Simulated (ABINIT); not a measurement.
An input for ABINIT 10.8.3 (CsPbCl3 (Pm-3m)):

```
acell 3*1.0 Angstrom
rprim 
  5.605000000000 0.000000000000 0.000000000000
  0.000000000000 5.605000000000 0.000000000000
  0.000000000000 0.000000000000 5.605000000000
ntypat 3
znucl 55 82 17
natom 5
typat 1 2 3 3 3
xred 
  0.000000000000 0.000000000000 0.000000000000
  0.500000000000 0.500000000000 0.500000000000
  0.500000000000 0.500000000000 0.000000000000
  0.000000000000 0.500000000000 0.500000000000
  0.500000000000 0.000000000000 0.500000000000
pp_dirpath "pseudos"
pseudos "Cs.upf, Pb.upf, Cl.upf"
ecut 32
nspinor 2
iscf -2
irdden 1
kptopt 0
nkpt 26
kpt 
  0.00000000 0.00000000 0.00000000
  0.00000000 0.12500000 0.00000000
  0.00000000 0.25000000 0.00000000
  0.00000000 0.37500000 0.00000000
  0.00000000 0.50000000 0.00000000
  0.12500000 0.50000000 0.00000000
  0.25000000 0.50000000 0.00000000
  0.37500000 0.50000000 0.00000000
  0.50000000 0.50000000 0.00000000
  0.37500000 0.37500000 0.00000000
  0.25000000 0.25000000 0.00000000
  0.12500000 0.12500000 0.00000000
  0.00000000 0.00000000 0.00000000
  0.12500000 0.12500000 0.12500000
  0.25000000 0.25000000 0.25000000
  0.37500000 0.37500000 0.37500000
  0.50000000 0.50000000 0.50000000
  0.37500000 0.50000000 0.37500000
  0.25000000 0.50000000 0.25000000
  0.12500000 0.50000000 0.12500000
  0.00000000 0.50000000 0.00000000
  0.50000000 0.50000000 0.50000000
  0.50000000 0.50000000 0.37500000
  0.50000000 0.50000000 0.25000000
  0.50000000 0.50000000 0.12500000
  0.50000000 0.50000000 0.00000000
istwfk *1
nband 68
nbdbuf 6
tolwfr 1e-08
nstep 40
prtwf 0
prtvol 0
indata_prefix "in"
outdata_prefix "out"
tmpdata_prefix "tmp"
```

```sh
OMP_NUM_THREADS=1 mpirun -n 4 abinit run.abi > log
```

**Question.** How long will it take on 4 MPI ranks of Arm Neoverse V1, shared host, and how much memory?

It took 8.8 min; on shared hardware allow 4.4 min to 18 min. Peak host memory was 0.94 GiB.

[Paths, hosts, dates, memory and timing lines, banners, echoed tables and standing remarks are left out of the program output.]

[Logs are printed without paths, hosts, clocks, repeated set-up lines and the standing remarks that a program may print on its own settings, such as how far it seeks lower states.]

[Runs of the session that timed out or met a known fault of the program may be left out.]

[Hosts, paths, dates, database ids (printed as entryN), source tags and the programs' standing remarks are cut or masked in the printed files.]

[G0W0 gaps are taken among the corrected bands and points alone; a level outside them can change the order at an edge.]

[Where Ansatz stands beside ABINIT at settings called matched, ABINIT's density can come from a denser mesh and the files from another edition; pairs whose starting gaps differed by over 0.03 eV were left out, so agreement reads better than it is.]
